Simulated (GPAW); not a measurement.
# Work function of 1T-GeBr2 monolayer at several levels

Aim: the work function of both faces of 1T-GeBr2 monolayer, and its spread over functionals and bases. Where a layer proves gapped, the work function hangs on where the smearing puts the Fermi level, and the band edges take its place.

Method: GPAW, PAW setups; layer in a repeated cell with vacuum, relaxation of atoms and in-plane cell, in the first sound run; inputs show where later runs differ, in GPAW 26.7.0.

Most raw output is cut from this account.

## Step 1: Starting point

The cell holds 3 atoms: 2 Br and 1 Ge. Its edges and angles: a = 3.289 Å, b = 3.289 Å, c = 20.803 Å, α = 90.0°, β = 90.0°, γ = 120.0°. Vacuum lies along c.

## Step 2: Relaxation

Forces are removed first; all later runs use this geometry.

Contents of run.py:

```python
import json
import numpy as np
from ase import Atoms
from ase.filters import FrechetCellFilter
from ase.optimize import BFGS
from gpaw import GPAW, PW

slab = Atoms(
    ['Br', 'Ge', 'Br'],
    positions=[
        [1.64437, 0.94938, 9.00000],
        [0.00000, 0.00000, 10.40155],
        [-0.00000, 1.89875, 11.80309]],
    cell=[[3.28874, 0.0, 0.0], [-1.64437, 2.84813, 0.0], [0.0, 0.0, 20.8031]],
    pbc=[True, True, True])

slab.calc = GPAW(mode=PW(600), xc='PBE', kpts={'size': (12, 12, 1), 'gamma': True},
                 occupations={'name': 'fermi-dirac', 'width': 0.05}, nbands='200%',
                 convergence={'density': 1e-05}, maxiter=200,
                 symmetry={'tolerance': 1e-3}, txt='slab.txt')
result = {}
# The in-plane cell is free; stress needs a cell that repeats along all three vectors
path = []
opt = BFGS(FrechetCellFilter(slab, mask=[1, 1, 0, 0, 0, 1]), maxstep=0.2)
opt.attach(lambda: path.append((slab.get_potential_energy(), slab.positions.tolist(), slab.get_forces().tolist())))
result['relaxed'] = bool(opt.run(fmax=0.02, steps=45))
result['path'] = path
result['cell'] = slab.cell.tolist()
print('in-plane lattice', slab.cell.cellpar().round(4)[[0, 1, 5]])
energy = slab.get_potential_energy()
fermi = slab.calc.get_fermi_level()
v = slab.calc.get_electrostatic_potential().mean((0, 1)) - fermi
n = slab.calc.get_pseudo_density().mean((0, 1))
L = slab.cell[2, 2]
z = np.arange(len(v)) * L / len(v)
low, high = slab.positions[:, 2].min(), slab.positions[:, 2].max()
below, above = np.interp([low - 6.8, high + 6.8], z, v)
slopes = [np.interp(x, z, np.gradient(v, z)) for x in (low - 6.8, high + 6.8)]
eps = np.array([[slab.calc.get_eigenvalues(k, s) for k in range(len(slab.calc.get_ibz_k_points()))]
                for s in range(slab.calc.get_number_of_spins())]) - fermi
top, bottom = eps[eps < 0].max(), eps[eps > 0].min()
dipole = slab.get_dipole_moment()[2]
print(f'energy {energy:.4f} eV, Fermi level {fermi:.4f} eV, dipole {dipole:.5f} e A')
print(f'potential 6.8 A off the faces, from the Fermi level: lower {below:.4f} eV, upper {above:.4f} eV')
print(f'slope of the potential there: lower {slopes[0]:.5f}, upper {slopes[1]:.5f} eV/A')
print(f'nearest levels on the mesh: {top:.4f} and {bottom:.4f} eV')
print('magnetic moment', round(slab.get_magnetic_moment(), 3))
result.update(energy=energy, fermi=fermi, dipole=dipole, below=below, above=above, slopes=slopes, edges=[top, bottom],
              z=z.tolist(), v=v.tolist(), n=n.tolist(), positions=slab.positions.tolist(),
              forces=slab.get_forces(apply_constraint=False).tolist(), moments=slab.get_magnetic_moments().tolist())
json.dump(result, open('result.json', 'w'))
```

Launch:

```sh
$ OMP_NUM_THREADS=1 OPENBLAS_NUM_THREADS=1 python run.py
```

The job ended after 6.5 min (1 thread of AMD EPYC 7B13 (Zen 3), shared host; peak memory 0.53 GiB).

Numbers from this step:

```yaml
dipole_along_the_normal: 5.35e-4 e·Å
levels_nearest_the_fermi_level_on_the_mesh: -1.191, 1.158 eV from the Fermi level
```

Electrostatic potential energy of an electron (without an applied field's), less the Fermi level, planar mean against z:

| z (Å) | electrostatic potential energy of an electron (without an applied field's), less the Fermi level, planar mean (eV) |
| --- | --- |
| 0.0 | 5.42 |
| 0.5 | 5.42 |
| 1.0 | 5.42 |
| 1.5 | 5.42 |
| 2.0 | 5.42 |
| 2.5 | 5.42 |
| 3.0 | 5.42 |
| 3.5 | 5.42 |
| 4.0 | 5.42 |
| 4.5 | 5.42 |
| 5.0 | 5.42 |
| 5.5 | 5.42 |
| 6.0 | 5.41 |
| 6.5 | 5.39 |
| 7.0 | 5.29 |
| 7.5 | 4.77 |
| 8.0 | 2.28 |
| 8.5 | -6.08 |
| 9.0 | -8.56 |
| 9.5 | -2.01 |
| 10.0 | -5.22 |
| 10.5 | -9.60 |
| 11.0 | -2.70 |
| 11.5 | -3.80 |
| 12.0 | -9.93 |
| 12.5 | -2.04 |
| 13.0 | 3.74 |
| 13.5 | 5.07 |
| 14.0 | 5.35 |
| 14.5 | 5.40 |
| 15.0 | 5.42 |
| 15.5 | 5.42 |
| 16.0 | 5.42 |
| 16.5 | 5.42 |
| 17.0 | 5.42 |
| 17.5 | 5.42 |
| 18.0 | 5.42 |
| 18.5 | 5.42 |
| 19.0 | 5.42 |
| 19.5 | 5.42 |
| 20.0 | 5.42 |
| 20.5 | 5.42 |

The pseudo valence density, planar mean by z:

z (Å), pseudo valence density, planar mean (e/Å³) and a bar:
```
        5      0.000 
        6      0.000 
        7      0.008 #
        8      0.154 ################
        9      0.297 ##############################
       10      0.209 #####################
       11      0.245 #########################
       12      0.273 ############################
       13      0.091 #########
       14      0.004 
       15      0.000 
       16      0.000
```

The relaxation lowered the energy of the cell by 4.72 eV (energies extrapolated to zero smearing; the optimiser's log prints free energies). The largest force left on a free atom is 0.0017 eV/Å.

## Step 3: Plane waves, PBE

With the geometry fixed, the planar mean of the potential gives the vacuum level on each side.

This step: GPAW, PAW setups; slab in vacuum (GPAW 26.7.0).

The cell differs from the one that the last finished run ended in (c 20.803 → 21.209 Å).

run.py, as its differences from that of step 2:

```diff
@@ -3,4 +3,2 @@
 from ase import Atoms
-from ase.filters import FrechetCellFilter
-from ase.optimize import BFGS
 from gpaw import GPAW, PW
@@ -10,21 +8,14 @@
     positions=[
-        [1.64437, 0.94938, 9.00000],
-        [0.00000, 0.00000, 10.40155],
-        [-0.00000, 1.89875, 11.80309]],
-    cell=[[3.28874, 0.0, 0.0], [-1.64437, 2.84813, 0.0], [0.0, 0.0, 20.8031]],
-    pbc=[True, True, True])
+        [2.03345, 1.17402, 9.00000],
+        [-0.00000, -0.00000, 10.60433],
+        [-0.00000, 2.34802, 12.20865]],
+    cell=[[4.0669, -0.0, 0.0], [-2.03345, 3.52203, 0.0], [0.0, 0.0, 21.2086]],
+    pbc=[True, True, False])
 
-slab.calc = GPAW(mode=PW(600), xc='PBE', kpts={'size': (12, 12, 1), 'gamma': True},
+slab.calc = GPAW(mode=PW(400), xc='PBE', kpts={'size': (12, 12, 1), 'gamma': True},
                  occupations={'name': 'fermi-dirac', 'width': 0.05}, nbands='200%',
                  convergence={'density': 1e-05}, maxiter=200,
+                 poissonsolver={'dipolelayer': 'xy'},
                  symmetry={'tolerance': 1e-3}, txt='slab.txt')
 result = {}
-# The in-plane cell is free; stress needs a cell that repeats along all three vectors
-path = []
-opt = BFGS(FrechetCellFilter(slab, mask=[1, 1, 0, 0, 0, 1]), maxstep=0.2)
-opt.attach(lambda: path.append((slab.get_potential_energy(), slab.positions.tolist(), slab.get_forces().tolist())))
-result['relaxed'] = bool(opt.run(fmax=0.02, steps=45))
-result['path'] = path
-result['cell'] = slab.cell.tolist()
-print('in-plane lattice', slab.cell.cellpar().round(4)[[0, 1, 5]])
 energy = slab.get_potential_energy()
```

The job ended after 17 s (1 thread; peak memory 0.23 GiB).

Numbers from this step:

```yaml
dipole_along_the_normal: 0.001222 e·Å
levels_nearest_the_fermi_level_on_the_mesh: -1.418, 0.9304 eV from the Fermi level
upper_work_function: 5.188 eV
lower_work_function: 5.196 eV
upper_ionisation_energy: 6.606 eV
```

Table of electrostatic potential energy of an electron (without an applied field's), less the Fermi level, planar mean by z:

| z (Å) | electrostatic potential energy of an electron (without an applied field's), less the Fermi level, planar mean (eV) |
| --- | --- |
| 0 | 5.19 |
| 1 | 5.20 |
| 2 | 5.20 |
| 3 | 5.20 |
| 4 | 5.20 |
| 5 | 5.20 |
| 6 | 5.19 |
| 7 | 5.13 |
| 8 | 3.54 |
| 9 | -10.2 |
| 10 | -2.92 |
| 11 | -5.55 |
| 12 | -8.72 |
| 13 | 2.00 |
| 14 | 5.05 |
| 15 | 5.18 |
| 16 | 5.19 |
| 17 | 5.19 |
| 18 | 5.19 |
| 19 | 5.19 |
| 20 | 5.19 |
| 21 | 5.19 |

Pseudo valence density, planar mean against z:

z (Å), pseudo valence density, planar mean (e/Å³) and a bar:
```
      5.0      0.000 
      5.5      0.000 
      6.0      0.000 
      6.5      0.001 
      7.0      0.004 
      7.5      0.020 ##
      8.0      0.090 #########
      8.5      0.253 #########################
      9.0      0.276 ###########################
      9.5      0.307 ##############################
     10.0      0.243 ########################
     10.5      0.059 ######
     11.0      0.207 ####################
     11.5      0.274 ###########################
     12.0      0.297 #############################
     12.5      0.281 ###########################
     13.0      0.157 ###############
     13.5      0.039 ####
     14.0      0.008 #
     14.5      0.002 
     15.0      0.000 
     15.5      0.000 
     16.0      0.000
```

The layer is gapped, so the Fermi level lies somewhere inside the gap, set by smearing and numerics, and these work functions are no property of the material; the band edges below the vacuum level are. The potential is flat to 6.8e-5 eV/Å where it is read, so the vacuum is wide enough.

## Step 4: Self-consistent run: xc = "vdW-DF2"

The same geometry under vdW-DF2, to see how far the functional moves the levels against the vacuum (the van der Waals functionals take revPBE setups).

run.py, as its differences from that of step 3:

```diff
@@ -14,3 +14,3 @@
 
-slab.calc = GPAW(mode=PW(400), xc='PBE', kpts={'size': (12, 12, 1), 'gamma': True},
+slab.calc = GPAW(mode=PW(400), xc='vdW-DF2', kpts={'size': (12, 12, 1), 'gamma': True},
                  occupations={'name': 'fermi-dirac', 'width': 0.05}, nbands='200%',
```

Run time: 28 s. Hardware: 1 thread; peak memory 0.43 GiB.

Numbers from this step:

```
dipole along the normal                    : 0.001220 e·Å
levels nearest the Fermi level on the mesh : -1.421, 0.9761 eV from the Fermi level
upper work function                        : 5.611 eV
lower work function                        : 5.618 eV
upper ionisation energy                    : 7.032 eV
```

Electrostatic potential energy of an electron (without an applied field's), less the Fermi level, planar mean against z:

| z (Å) | electrostatic potential energy of an electron (without an applied field's), less the Fermi level, planar mean (eV) |
| --- | --- |
| 0.0 | 5.61 |
| 0.5 | 5.62 |
| 1.0 | 5.62 |
| 1.5 | 5.62 |
| 2.0 | 5.62 |
| 2.5 | 5.62 |
| 3.0 | 5.62 |
| 3.5 | 5.62 |
| 4.0 | 5.62 |
| 4.5 | 5.62 |
| 5.0 | 5.62 |
| 5.5 | 5.62 |
| 6.0 | 5.61 |
| 6.5 | 5.60 |
| 7.0 | 5.53 |
| 7.5 | 5.23 |
| 8.0 | 3.83 |
| 8.5 | -1.96 |
| 9.0 | -10.0 |
| 9.5 | -4.06 |
| 10.0 | -2.94 |
| 10.5 | -9.82 |
| 11.0 | -5.58 |
| 11.5 | -2.21 |
| 12.0 | -8.63 |
| 12.5 | -6.23 |
| 13.0 | 2.26 |
| 13.5 | 4.87 |
| 14.0 | 5.45 |
| 14.5 | 5.57 |
| 15.0 | 5.60 |
| 15.5 | 5.61 |
| 16.0 | 5.61 |
| 16.5 | 5.61 |
| 17.0 | 5.61 |
| 17.5 | 5.61 |
| 18.0 | 5.61 |
| 18.5 | 5.61 |
| 19.0 | 5.61 |
| 19.5 | 5.61 |
| 20.0 | 5.61 |
| 20.5 | 5.61 |
| 21.0 | 5.61 |

Pseudo valence density, planar mean against z:

z (Å), pseudo valence density, planar mean (e/Å³) and a bar from the least value:
```
     0.00      0.000 
     0.65      0.000 
     1.08      0.000 
     1.73      0.000 
     2.16      0.000 
     2.81      0.000 
     3.46      0.000 
     3.90      0.000 
     4.54      0.000 
     5.19      0.000 
     5.63      0.000 
     6.28      0.000 
     6.71      0.002 
     7.36      0.013 #
     8.01      0.091 #########
     8.44      0.241 #######################
     9.09      0.278 ###########################
     9.74      0.268 ##########################
    10.17      0.225 ######################
    10.82      0.111 ###########
    11.25      0.247 ########################
    11.90      0.312 ##############################
    12.55      0.283 ###########################
    12.98      0.161 ################
    13.63      0.025 ##
    14.28      0.003 
    14.72      0.001 
    15.37      0.000 
    15.80      0.000 
    16.45      0.000 
    17.10      0.000 
    17.53      0.000 
    18.18      0.000 
    18.83      0.000 
    19.26      0.000 
    19.91      0.000 
    20.34      0.000 
    20.99      0.000
```

Force by atom:

| atom | x (eV/Å) | y (eV/Å) | z (eV/Å) | size |
| --- | --- | --- | --- | --- |
| Br1 | 0.000 | 0.000 | -0.537 | 0.537 |
| Ge2 | 0.000 | 0.000 | 0.000 | 0.000 |
| Br3 | 0.000 | 0.000 | 0.537 | 0.537 |

The highest filled level lies 1.42 eV under the Fermi level, so the ionisation energy from the upper face is 5.611 + 1.42 = 7.032 eV, against 6.606 eV in the base run.

## Step 5: Self-consistent run: xc = "revPBE"

The same geometry under revPBE, to see how far the functional moves the levels against the vacuum.

run.py, as its differences from that of step 4:

```diff
@@ -14,3 +14,3 @@
 
-slab.calc = GPAW(mode=PW(400), xc='vdW-DF2', kpts={'size': (12, 12, 1), 'gamma': True},
+slab.calc = GPAW(mode=PW(400), xc='revPBE', kpts={'size': (12, 12, 1), 'gamma': True},
                  occupations={'name': 'fermi-dirac', 'width': 0.05}, nbands='200%',
```

Elapsed: 17 s, on 1 thread; peak memory 0.23 GiB.

This step gave:

| Quantity | Value |
| --- | --- |
| levels nearest the Fermi level on the mesh | -1.478, 0.9391 eV from the Fermi level |
| upper work function | 5.034 eV |
| lower work function | 5.041 eV |
| upper ionisation energy | 6.512 eV |

The highest filled level lies 1.48 eV under the Fermi level, so the ionisation energy from the upper face is 5.034 + 1.48 = 6.512 eV, against 6.606 eV in the base run.

## Step 6: OptPBE vdW: xc = "optPBE-vdW"

The same geometry under optPBE-vdW, to see how far the functional moves the levels against the vacuum (the van der Waals functionals take revPBE setups).

run.py, as its differences from that of step 5:

```diff
@@ -14,3 +14,3 @@
 
-slab.calc = GPAW(mode=PW(400), xc='revPBE', kpts={'size': (12, 12, 1), 'gamma': True},
+slab.calc = GPAW(mode=PW(400), xc='optPBE-vdW', kpts={'size': (12, 12, 1), 'gamma': True},
                  occupations={'name': 'fermi-dirac', 'width': 0.05}, nbands='200%',
```

It took 28 s on 1 thread; peak memory 0.43 GiB.

This step gave:

- levels nearest the Fermi level on the mesh: -1.484, 0.9246 eV from the Fermi level
- upper work function: 5.348 eV
- lower work function: 5.356 eV
- upper ionisation energy: 6.832 eV

The highest filled level lies 1.48 eV under the Fermi level, so the ionisation energy from the upper face is 5.348 + 1.48 = 6.832 eV, against 6.606 eV in the base run.

## Step 7: Self-consistent run: xc = "LDA"

The same geometry under LDA, to see how far the functional moves the levels against the vacuum.

run.py, as its differences from that of step 6:

```diff
@@ -14,3 +14,3 @@
 
-slab.calc = GPAW(mode=PW(400), xc='optPBE-vdW', kpts={'size': (12, 12, 1), 'gamma': True},
+slab.calc = GPAW(mode=PW(400), xc='LDA', kpts={'size': (12, 12, 1), 'gamma': True},
                  occupations={'name': 'fermi-dirac', 'width': 0.05}, nbands='200%',
```

The job ended after 16 s (1 thread; peak memory 0.22 GiB).

Numbers from this step:

- dipole along the normal: 0.001230 e·Å
- levels nearest the Fermi level on the mesh: -1.284, 0.9265 eV from the Fermi level
- upper work function: 5.572 eV
- lower work function: 5.579 eV
- upper ionisation energy: 6.855 eV

The highest filled level lies 1.28 eV under the Fermi level, so the ionisation energy from the upper face is 5.572 + 1.28 = 6.855 eV, against 6.606 eV in the base run.

## Step 8: Self-consistent run: xc = "RPBE"

The same geometry under RPBE, to see how far the functional moves the levels against the vacuum.

run.py, as its differences from that of step 7:

```diff
@@ -14,3 +14,3 @@
 
-slab.calc = GPAW(mode=PW(400), xc='LDA', kpts={'size': (12, 12, 1), 'gamma': True},
+slab.calc = GPAW(mode=PW(400), xc='RPBE', kpts={'size': (12, 12, 1), 'gamma': True},
                  occupations={'name': 'fermi-dirac', 'width': 0.05}, nbands='200%',
```

Wall time 18 s (1 thread); peak memory 0.23 GiB.

This step gave:

- dipole along the normal: 0.001219 e·Å
- levels nearest the Fermi level on the mesh: -1.481, 0.9527 eV from the Fermi level
- upper work function: 5.033 eV
- lower work function: 5.041 eV
- upper ionisation energy: 6.514 eV

The highest filled level lies 1.48 eV under the Fermi level, so the ionisation energy from the upper face is 5.033 + 1.48 = 6.514 eV, against 6.606 eV in the base run.

(Continued in part 2 of 2.)

[Logs are printed without paths, hosts, clocks, repeated set-up lines and the standing remarks that a program may print on its own settings, such as how far it seeks lower states.]

[Hosts, paths, dates, database ids (printed as entryN), source tags and the programs' standing remarks are cut or masked in the printed files.]
